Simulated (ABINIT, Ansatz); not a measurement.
## MoF6 (Im-3m): one start, several treatments of the self-energy

How much does the gap of MoF6 (Im-3m) depend on the approximation to the self-energy?

Program: ABINIT 10.8.3. Level of theory: LDA and many-body steps on it, plane waves. Results are calculated unless marked as measured.

## Step 1: Set-up

Symmetry: Im-3m, No. 229, cubic system. Conventional cell: a = 6.335 Å, b = 6.335 Å, c = 6.335 Å, α = 90.00°, β = 90.00°, γ = 90.00°. Nearest to Mo lie 6 F at 1.83 Å. Nearest to F lie 1 Mo at 1.83 Å. Farther neighbours and most contacts between anions are not listed.

The cell and positions are those that the Materials Project relaxed with its own functionals (PBE, PBE+U or r2SCAN), kept fixed.

## Step 2: Empty states on the mesh, 2×2×2 mesh, 256 bands

This step: ABINIT 10.8.3; DFT, LDA, plane waves, norm-conserving pseudopotentials.

The sums over transitions need many empty states on a uniform mesh; this step solves for them.

File run.abi:

```
acell 3*1.0 Angstrom
rprim 
  -3.167343216100 3.167343216100 3.167343216100
  3.167343216100 -3.167343216100 3.167343216100
  3.167343216100 3.167343216100 -3.167343216100
ntypat 2
znucl 42 9
natom 7
typat 1 2 2 2 2 2 2
xred 
  0.000000000000 0.000000000000 0.000000000000
  0.710671220000 0.710671220000 0.000000000000
  0.289328780000 0.289328780000 0.000000000000
  0.000000000000 0.289328780000 0.289328780000
  0.000000000000 0.710671220000 0.710671220000
  0.710671220000 0.000000000000 0.710671220000
  0.289328780000 0.000000000000 0.289328780000
pp_dirpath "pseudos"
pseudos "Mo.upf, F.upf"
ecut 36
ngkpt 2 2 2
nshiftk 1
shiftk 0 0 0
kptopt 1
chksymbreak 0
iscf -2
irdden 1
istwfk *1
nband 256
nbdbuf 22
tolwfr 1e-09
nstep 60
prtvol 0
indata_prefix "in"
outdata_prefix "out"
tmpdata_prefix "tmp"
```

Launch:

```
> OMP_NUM_THREADS=1 mpirun -n 4 abinit run.abi > log
```

Numbers of over 12 decimals in the logs are rounded to 6 here.

Log:

```text
.Version 10.8.3 of ABINIT. v10.8.2 released Aug 2026.

 Symmetries : space group Im -3 m (#229); Bravais cI (body-center cubic)
[... echo of the input left out ...]
== DATASET  1 ==================================================================
-   mpi_nproc: 4, omp_nthreads: 1 (-1 if OMP is not activated)
-    --> not optimal distribution: autoparal keyword recommended in input file <--

--- !DatasetInfo
iteration_state: {dtset: 1, }
dimensions: {natom: 7, nkpt: 3, mband: 256, nsppol: 1, nspinor: 1, nspden: 1, mpw: 8992, }
cutoff_energies: {ecut:  36.0, pawecutdg:  -1.0, }
[...]
2.87663    2.87663    2.95912    2.96866    2.96866    2.96866    2.98382    2.98383
   2.98383    3.02446    3.04020    3.04023    3.04118    3.06965    3.07155    3.07579
 prteigrs : prtvol=0 or 1, do not print more k-points.

== END DATASET(S) ==============================================================
================================================================================

 -outvars: echo values of variables after computation  --------
            nband         256
             nkpt           3
          spgroup         229
 [... the other variables as echoed above ...]

 Calculation completed.
```

It took 3.1 min on 4 MPI ranks of Arm Neoverse N1, shared host; peak memory 0.45 GiB; 12 min of CPU time.

This step gave:

```yaml
gap: 4.294 eV
k_of_the_valence_top: 0, 0, 0
k_of_the_conduction_bottom: 0.5, 0, 0
least_direct_gap: 4.374 eV
k_points_computed: 3
lowest_point_of_the_top_converged_band_above_the_valence_top: 79.5144 eV
```

On this mesh the gap is 4.294 eV.

The density comes from a self-consistent run that is not shown.

## Step 3: Screening, 2×2×2 mesh, 112 bands, screening to 114.3 eV

The RPA dielectric matrix is built and inverted for each q.

This step: RPA screening on LDA, plane waves, norm-conserving pseudopotentials.

Changes to run.abi since step 2:

```diff
@@ -25,10 +25,11 @@
 chksymbreak 0
-iscf -2
-irdden 1
 istwfk *1
-nband 256
-nbdbuf 22
-tolwfr 1e-09
-nstep 60
-prtvol 0
+occopt 1
+irdwfk 1
+optdriver 3
+nband 112
+ecuteps 4.2
+inclvkb 2
+awtr 1
+symchi 1
 indata_prefix "in"
```

Log:

```text
.Version 10.8.3 of ABINIT. v10.8.2 released Aug 2026.

 Symmetries : space group Im -3 m (#229); Bravais cI (body-center cubic)
[... echo of the input left out ...]
== DATASET  1 ==================================================================
-   mpi_nproc: 4, omp_nthreads: 1 (-1 if OMP is not activated)

--- !DatasetInfo
iteration_state: {dtset: 1, }
dimensions: {natom: 7, nkpt: 3, mband: 112, nsppol: 1, nspinor: 1, nspden: 1, mpw: 8992, }
cutoff_energies: {ecut:  36.0, pawecutdg:  -1.0, }
electrons: {nelect:   5.60000000E+01, charge:   0.00000000E+00, occopt:   1.00000000E+00, tsmear:   1.00000000E-02, }

 SCREENING: Calculation of the susceptibility and dielectric matrices

 Based on a program developped by R.W. Godby, V. Olevano, G. Onida, and L. Reining.
 Incorporated in ABINIT by V. Olevano, G.-M. Rignanese, and M. Torrent.
.Using double precision arithmetic ; gwpc =  8

[... cell and pseudopotentials left out ...]
--------------------------------------------------------------------------------

 ==== K-mesh for the wavefunctions ====
 Number of points in the irreducible wedge :     3
[... list of points left out ...]
 Together with 48 symmetry operations and time-reversal symmetry
 yields     8 points in the full Brillouin Zone.

 ==== Q-mesh for the screening function ====
 Number of points in the irreducible wedge :     3
[... list of points left out ...]
 Together with 48 symmetry operations and time-reversal symmetry
 yields     8 points in the full Brillouin Zone.

 setmesh: FFT mesh size selected  =    32x   32x   32
          total number of points  =        32768

 vcoul_init : cutoff-mode = AUXILIARY_FUNCTION
 q-points for optical limit:   1
     1)      0.000010    0.000020    0.000030

- screening: taking advantage of time-reversal symmetry
- Maximum band index for partially occupied states nbvw = 28
- Remaining bands to be divided among processors   nbcw = 84
- Number of bands treated by each node ~21

 Number of electrons calculated from density =   56.0000; Expected =   56.0000
 average of density, n =  0.065290
 r_s =    1.5406
 omega_plasma =   24.6478 [eV]

 calculating chi0 at frequencies [eV] :
  1    0.000000E+00    0.000000E+00
  2    0.000000E+00    2.464783E+01

--------------------------------------------------------------------------------
  q-point number  1        q = ( 0.000000, 0.000000, 0.000000) [r.l.u.]
--------------------------------------------------------------------------------
[... chi0 elements left out ...]
 For q-point:  0.000010 0.000020 0.000030
  dielectric constant =   1.9783
  dielectric constant without local fields =   2.8802

  Average fulfillment of the sum rule on Im[epsilon] for q-point    1 :     40.49  [%]
[... wings left out ...]
  q-point number  2        q = ( 0.500000, 0.000000, 0.000000) [r.l.u.]
--------------------------------------------------------------------------------
[... chi0 elements left out ...]
  Average fulfillment of the sum rule on Im[epsilon] for q-point    2 :     46.22  [%]

 [... 1 further q-points ...]
```

Run time: 34 s. Hardware: 4 MPI ranks; peak memory 1 GiB; 2.3 min of CPU time.

Numbers from this step:

```yaml
eps_infinity_with_local_fields_on_this_mesh_along_the_program_s_q_direction: 1.978
the_same_without_local_fields: 2.880
plasma_frequency: 24.65 eV
plane_waves_in_the_screening_matrix: 369
```

Local fields lower ε∞ by 31 %. On a Γ-centred mesh this coarse the value itself is usually too large, while a short band sum pulls it down.

## Step 4: G0W0, Godby-Needs plasmon pole

The self-energy is evaluated for the states that the input lists, and the levels follow from it, in one-shot runs by the linearised quasiparticle equation.

This step: G0W0 on LDA, plane waves, norm-conserving pseudopotentials.

Changes to run.abi since step 3:

```diff
@@ -28,8 +28,17 @@
 irdwfk 1
-optdriver 3
+optdriver 4
 nband 112
+gwcalctyp 0
+ecutsigx 36
+symsigma 1
+nkptgw 2
+kptgw 
+  0.0000000000 0.0000000000 0.0000000000
+  0.5000000000 0.0000000000 0.0000000000
+bdgw 
+  26 31
+  27 30
 ecuteps 4.2
-inclvkb 2
-awtr 1
-symchi 1
+irdscr 1
+ppmodel 1
 indata_prefix "in"
```

Log:

```text
.Version 10.8.3 of ABINIT. v10.8.2 released Aug 2026.

 Symmetries : space group Im -3 m (#229); Bravais cI (body-center cubic)
[... echo of the input left out ...]
== DATASET  1 ==================================================================
-   mpi_nproc: 4, omp_nthreads: 1 (-1 if OMP is not activated)

--- !DatasetInfo
iteration_state: {dtset: 1, }
dimensions: {natom: 7, nkpt: 3, mband: 112, nsppol: 1, nspinor: 1, nspden: 1, mpw: 8992, }
cutoff_energies: {ecut:  36.0, pawecutdg:  -1.0, }
electrons: {nelect:   5.60000000E+01, charge:   0.00000000E+00, occopt:   1.00000000E+00, tsmear:   1.00000000E-02, }

 SIGMA: Calculation of the GW corrections

 Based on a program developped by R.W. Godby, V. Olevano, G. Onida, and L. Reining.
 Incorporated in ABINIT by V. Olevano, G.-M. Rignanese, and M. Torrent.
.Using double precision arithmetic ; gwpc =  8

[... cell and pseudopotentials left out ...]
--------------------------------------------------------------------------------

 ==== K-mesh for the wavefunctions ====
 Number of points in the irreducible wedge :     3
[... list of points left out ...]
 Together with 48 symmetry operations and time-reversal symmetry
 yields     8 points in the full Brillouin Zone.

 ==== Q-mesh for screening function ====
 Number of points in the irreducible wedge :     3
[... list of points left out ...]
 Together with 48 symmetry operations and time-reversal symmetry
 yields     8 points in the full Brillouin Zone.

 vcoul_init : cutoff-mode = AUXILIARY_FUNCTION
 q-points for optical limit:   1
     1)      0.000010    0.000020    0.000030
 setmesh: FFT mesh size selected  =    45x   45x   45
          total number of points  =        91125

 Number of electrons calculated from density =   56.0000; Expected =   56.0000
 average of density, n =  0.065290
 r_s =    1.5406
 omega_plasma =   24.6478 [eV]

 === KS Band Gaps ===
  >>>> For spin  1
   Minimum direct gap =   4.3739 [eV], located at k-point      :   0.5000  0.0000  0.0000
   Fundamental gap    =   4.2937 [eV], Top of valence bands at :   0.0000  0.0000  0.0000
                                       Bottom of conduction at :   0.5000  0.0000  0.0000
 SIGMA fundamental parameters:
 PLASMON POLE MODEL  1
 number of plane-waves for SigmaX                 8781
 number of plane-waves for SigmaC and W            369
 number of plane-waves for wavefunctions          8781
 number of bands                                   112
 number of independent spin polarizations            1
 number of spinorial components                      1
 number of k-points in IBZ                           3
 number of q-points in IBZ                           3
 number of symmetry operations                      48
 number of k-points in BZ                            8
 number of q-points in BZ                            8
 number of frequencies for dSigma/dE                 9
 frequency step for dSigma/dE [eV]                0.25
 number of omega for Sigma on real axis              0
 max omega for Sigma on real axis  [eV]           0.00
 zcut for avoiding poles [eV]                     0.10

 EPSILON^-1 parameters (SCR file):
 dimension of the eps^-1 matrix on file            369
 dimension of the eps^-1 matrix used               369
 number of plane-waves for wavefunctions          8781
 number of bands                                   112
 number of q-points in IBZ                           3
 number of frequencies                               2
 number of real frequencies                          1
 number of imag frequencies                          1

 matrix elements of self-energy operator (all in [eV])

 Perturbative Calculation

--- !SelfEnergy_ee
iteration_state: {dtset: 1, }
kpoint     : [   0.000,    0.000,    0.000, ]
spin       : 1
KS_gap     :    4.409
QP_gap     :    8.907
Delta_QP_KS:    4.498
data: !SigmaeeData |
     Band     E0 <VxcDFT>   SigX SigC(E0)      Z dSigC/dE  Sig(E)    E-E0       E
       26  -4.388 -22.745 -29.804   5.409   0.775  -0.290 -24.024  -1.279  -5.667
       27  -4.388 -22.745 -29.804   5.409   0.775  -0.290 -24.024  -1.279  -5.667
       28  -4.388 -22.745 -29.804   5.409   0.775  -0.290 -24.024  -1.279  -5.667
       29   0.022 -20.820 -15.337  -1.645   0.838  -0.193 -17.602   3.219   3.240
       30   0.022 -20.820 -15.337  -1.645   0.838  -0.193 -17.602   3.219   3.240
       31   0.022 -20.820 -15.337  -1.645   0.838  -0.193 -17.602   3.219   3.240

--- !SelfEnergy_ee
iteration_state: {dtset: 1, }
kpoint     : [   0.500,    0.000,    0.000, ]
spin       : 1
KS_gap     :    4.374
QP_gap     :    8.857
Delta_QP_KS:    4.483
data: !SigmaeeData |
     Band     E0 <VxcDFT>   SigX SigC(E0)      Z dSigC/dE  Sig(E)    E-E0       E
       27  -4.486 -22.514 -29.573   5.387   0.775  -0.290 -23.810  -1.296  -5.782
       28  -4.468 -22.582 -29.653   5.403   0.775  -0.290 -23.875  -1.292  -5.760
       29  -0.094 -20.416 -14.915  -1.704   0.840  -0.190 -17.225   3.190   3.096
       30  -0.093 -20.407 -14.915  -1.704   0.840  -0.190 -17.224   3.183   3.089

== END DATASET(S) ==============================================================
================================================================================

 -outvars: echo values of variables after computation  --------
           etotal      0.0000000000E+00
            nband         112
             nkpt           3
          spgroup         229
 [... the other variables as echoed above ...]

 Calculation completed.
```

Run time: 18 s. Hardware: 4 MPI ranks; peak memory 0.88 GiB; 71 s of CPU time.

Numbers from this step:

- G0W0 gap on the points computed: 8.756 eV
- starting gap on the mesh: 4.294 eV
- k of the valence top: 0, 0, 0
- k of the conduction bottom: 0.5, 0, 0
- Z at the valence top: 0.775
- Z at the conduction bottom: 0.84
- least direct G0W0 gap on the computed points: 8.849 eV

The gap on the mesh goes from 4.29 eV to 8.76 eV, a correction of +4.46 eV.

## Step 5: G0W0, Hybertsen-Louie plasmon pole

Changes to run.abi since step 4:

```diff
@@ -42,3 +42,3 @@
 irdscr 1
-ppmodel 1
+ppmodel 2
 indata_prefix "in"
```

Log:

```text
.Version 10.8.3 of ABINIT. v10.8.2 released Aug 2026.

 Symmetries : space group Im -3 m (#229); Bravais cI (body-center cubic)
[... echo of the input left out ...]
== DATASET  1 ==================================================================
-   mpi_nproc: 4, omp_nthreads: 1 (-1 if OMP is not activated)

--- !DatasetInfo
iteration_state: {dtset: 1, }
dimensions: {natom: 7, nkpt: 3, mband: 112, nsppol: 1, nspinor: 1, nspden: 1, mpw: 8992, }
cutoff_energies: {ecut:  36.0, pawecutdg:  -1.0, }
electrons: {nelect:   5.60000000E+01, charge:   0.00000000E+00, occopt:   1.00000000E+00, tsmear:   1.00000000E-02, }

 SIGMA: Calculation of the GW corrections

 Based on a program developped by R.W. Godby, V. Olevano, G. Onida, and L. Reining.
 Incorporated in ABINIT by V. Olevano, G.-M. Rignanese, and M. Torrent.
.Using double precision arithmetic ; gwpc =  8

[... cell and pseudopotentials left out ...]
--------------------------------------------------------------------------------

 ==== K-mesh for the wavefunctions ====
 Number of points in the irreducible wedge :     3
[... list of points left out ...]
 Together with 48 symmetry operations and time-reversal symmetry
 yields     8 points in the full Brillouin Zone.

 ==== Q-mesh for screening function ====
 Number of points in the irreducible wedge :     3
[... list of points left out ...]
 Together with 48 symmetry operations and time-reversal symmetry
 yields     8 points in the full Brillouin Zone.

 vcoul_init : cutoff-mode = AUXILIARY_FUNCTION
 q-points for optical limit:   1
     1)      0.000010    0.000020    0.000030
 setmesh: FFT mesh size selected  =    45x   45x   45
          total number of points  =        91125

 Number of electrons calculated from density =   56.0000; Expected =   56.0000
[...]
number of omega for Sigma on real axis              0
 max omega for Sigma on real axis  [eV]           0.00
 zcut for avoiding poles [eV]                     0.10

 EPSILON^-1 parameters (SCR file):
 dimension of the eps^-1 matrix on file            369
 dimension of the eps^-1 matrix used               369
 number of plane-waves for wavefunctions          8781
 number of bands                                   112
 number of q-points in IBZ                           3
 number of frequencies                               2
 number of real frequencies                          1
 number of imag frequencies                          1

 matrix elements of self-energy operator (all in [eV])

 Perturbative Calculation

--- !SelfEnergy_ee
iteration_state: {dtset: 1, }
kpoint     : [   0.000,    0.000,    0.000, ]
spin       : 1
KS_gap     :    4.409
QP_gap     :    9.893
Delta_QP_KS:    5.484
data: !SigmaeeData |
     Band     E0 <VxcDFT>   SigX SigC(E0)      Z dSigC/dE  Sig(E)    E-E0       E
       26  -4.388 -22.745 -29.804   4.554   0.888  -0.126 -24.968  -2.224  -6.611
       27  -4.388 -22.745 -29.804   4.554   0.888  -0.126 -24.968  -2.224  -6.611
       28  -4.388 -22.745 -29.804   4.554   0.888  -0.126 -24.968  -2.224  -6.611
[...]
--- !SelfEnergy_ee
iteration_state: {dtset: 1, }
kpoint     : [   0.500,    0.000,    0.000, ]
spin       : 1
KS_gap     :    4.374
QP_gap     :    9.851
Delta_QP_KS:    5.477
data: !SigmaeeData |
     Band     E0 <VxcDFT>   SigX SigC(E0)      Z dSigC/dE  Sig(E)    E-E0       E
[...]
29  -0.094 -20.416 -14.915  -1.881   0.893  -0.120 -17.184   3.231   3.138
       30  -0.093 -20.407 -14.915  -1.881   0.893  -0.120 -17.183   3.223   3.130

== END DATASET(S) ==============================================================
================================================================================

 -outvars: echo values of variables after computation  --------
           etotal      0.0000000000E+00
            nband         112
             nkpt           3
          spgroup         229
 [... the other variables as echoed above ...]

 Calculation completed.
```

The job ended after 17 s (4 MPI ranks; peak memory 0.9 GiB; 68 s of CPU time).

Numbers from this step:

```yaml
g0w0_gap_on_the_points_computed: 9.741 eV
starting_gap_on_the_mesh: 4.294 eV
k_of_the_valence_top: 0, 0, 0
k_of_the_conduction_bottom: 0.5, 0, 0
z_at_the_valence_top: 0.888
z_at_the_conduction_bottom: 0.893
least_direct_g0w0_gap_on_the_computed_points: 9.843 eV
```

Against G0W0 in ABINIT (2×2×2 mesh, 112 bands, screening to 114.3 eV, Godby-Needs plasmon pole), the gap moves by +0.985 eV.

## Step 6: G0W0, Engel-Farid plasmon pole

Changes to run.abi since step 5:

```diff
@@ -42,3 +42,3 @@
 irdscr 1
-ppmodel 2
+ppmodel 4
 indata_prefix "in"
```

Log:

```text
.Version 10.8.3 of ABINIT. v10.8.2 released Aug 2026.

 Symmetries : space group Im -3 m (#229); Bravais cI (body-center cubic)
[... echo of the input left out ...]
== DATASET  1 ==================================================================
-   mpi_nproc: 4, omp_nthreads: 1 (-1 if OMP is not activated)

--- !DatasetInfo
iteration_state: {dtset: 1, }
dimensions: {natom: 7, nkpt: 3, mband: 112, nsppol: 1, nspinor: 1, nspden: 1, mpw: 8992, }
cutoff_energies: {ecut:  36.0, pawecutdg:  -1.0, }
[...]
Band     E0 <VxcDFT>   SigX SigC(E0)      Z dSigC/dE  Sig(E)    E-E0       E
[...]
29  -0.094 -20.416 -14.915  -1.608   0.855  -0.170 -17.089   3.327   3.233
       30  -0.093 -20.407 -14.915  -1.608   0.855  -0.170 -17.088   3.319   3.226

== END DATASET(S) ==============================================================
================================================================================

 -outvars: echo values of variables after computation  --------
           etotal      0.0000000000E+00
            nband         112
             nkpt           3
          spgroup         229
 [... the other variables as echoed above ...]

 Calculation completed.
```

Elapsed: 11 s, on 4 MPI ranks; peak memory 1 GiB; 42 s of CPU time.

This step gave:

* G0W0 gap on the points computed: 8.914 eV
* starting gap on the mesh: 4.294 eV
* k of the valence top: 0, 0, 0
* k of the conduction bottom: 0.5, 0, 0
* least direct G0W0 gap on the computed points: 9.011 eV

Against G0W0 in ABINIT (2×2×2 mesh, 112 bands, screening to 114.3 eV, Godby-Needs plasmon pole), the gap moves by +0.158 eV.

(Continued in part 2 of 2.)

[Paths, hosts, dates, memory and timing lines, banners, echoed tables and standing remarks are left out of the program output.]

[Logs are printed without paths, hosts, clocks, repeated set-up lines and the standing remarks that a program may print on its own settings, such as how far it seeks lower states.]

[Runs of the session that timed out or met a known fault of the program may be left out.]

[No measured gap is set beside runs whose start may be inverted or whose files or cutoffs have a known fault.]

[Hosts, paths, dates, database ids (printed as entryN), source tags and the programs' standing remarks are cut or masked in the printed files.]

[G0W0 gaps are taken among the corrected bands and points alone; a level outside them can change the order at an edge.]

[Where Ansatz stands beside ABINIT at settings called matched, ABINIT's density can come from a denser mesh and the files from another edition; pairs whose starting gaps differed by over 0.03 eV were left out, so agreement reads better than it is.]
